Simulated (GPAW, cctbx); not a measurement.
## By hand: from a DFT structure factor to an extinction distance in K2AlAgI6

K2AlAgI6, Fm-3m (no. 225), a = 11.6971 Å, b = 11.6971 Å, c = 11.6971 Å, α = 90.00°, β = 90.00°, γ = 90.00°.

```csv
atom,mult.,x,y,z
I1,24,0,0,0.7598
Ag1,4,1/2,0,0
K1,8,1/4,3/4,3/4
Al1,4,0,0,0
```

The start was made by putting kin elements into a known structure type; the compound need not exist, or be stable, in this form.

A DFT run (GPAW, PBE, 450 eV, 3×3×3 k-points, Fermi–Dirac width 0.05 eV) gives the static X-ray structure factor of 020 as 491.773 e for the conventional cell; superposed free atoms give 491.192 e. **Problem.** Find the Fourier component V of the crystal potential and the two-beam extinction distance at 200 kV in both cases.

## 1. Geometry

The cell volume is Ω = 1600.41 Å³ and d(020) = 5.8485 Å, so g = 1/d = 0.1710 Å⁻¹.

## 2. The nuclei

Electrons feel nuclei as well as electrons, so the nuclear charges are summed with the same phases.

Phase sums Σ exp(2πi h·x), turned so that the total is real and positive: I +8.060, Ag +4.000, K -8.000, Al +4.000. Then F_Z = 53 × (+8.060) + 47 × (+4.000) + 19 × (-8.000) + 13 × (+4.000) = 515.18 e. The electron term has the same sign for this reflection.

## 3. Mott–Bethe

Poisson's equation, term by term, gives V = (e/4πε₀)(F_Z − F)/(πΩg²), with e/4πε₀ = 14.3996 V Å.

The prefactor is 14.3996 × 5.8485²/(π × 1600.41) = 0.09796 V per electron. Free atoms: (515.18 − 491.192) × 0.09796 = 2.350 V. Crystal: (515.18 − 491.773) × 0.09796 = 2.293 V. F changes by +0.12 % and V by -2.4 %: the same 0.58 e is measured against F_Z − F = 24.0 e in place of F = 491.2 e.

## 4. Extinction distance

In the two-beam case ξ = 1/(λU) with U = 2γm₀eV/h², that is ξ = 150.41 V Å²/(γλV).

At 200 kV, λ = 0.02508 Å and γ = 1.3914. Free atoms: ξ = 1835 Å. Crystal: ξ = 1880 Å. The thickness fringes go as sin²(πt/ξ), so the two patterns slip by a quarter of a period when t|1/ξ₁ − 1/ξ₀| = 1/4, at t ≈ 1893 nm, thicker than usual samples. Thermal motion, absorption and many-beam coupling, left out here, change a real pattern.

## 5. Answer

V(020) is 2.29 V against 2.35 V, and ξ is 1880 against 1835 Å. Limits: static atoms, two beams.

[Outputs are excerpts: Python notices, other lines and further rows are left out; steps that failed or that the build refused (PBEsol, TPSS) are not shown.]

[Logs are printed without paths, hosts, clocks, repeated set-up lines and the standing remarks that a program may print on its own settings, such as how far it seeks lower states.]
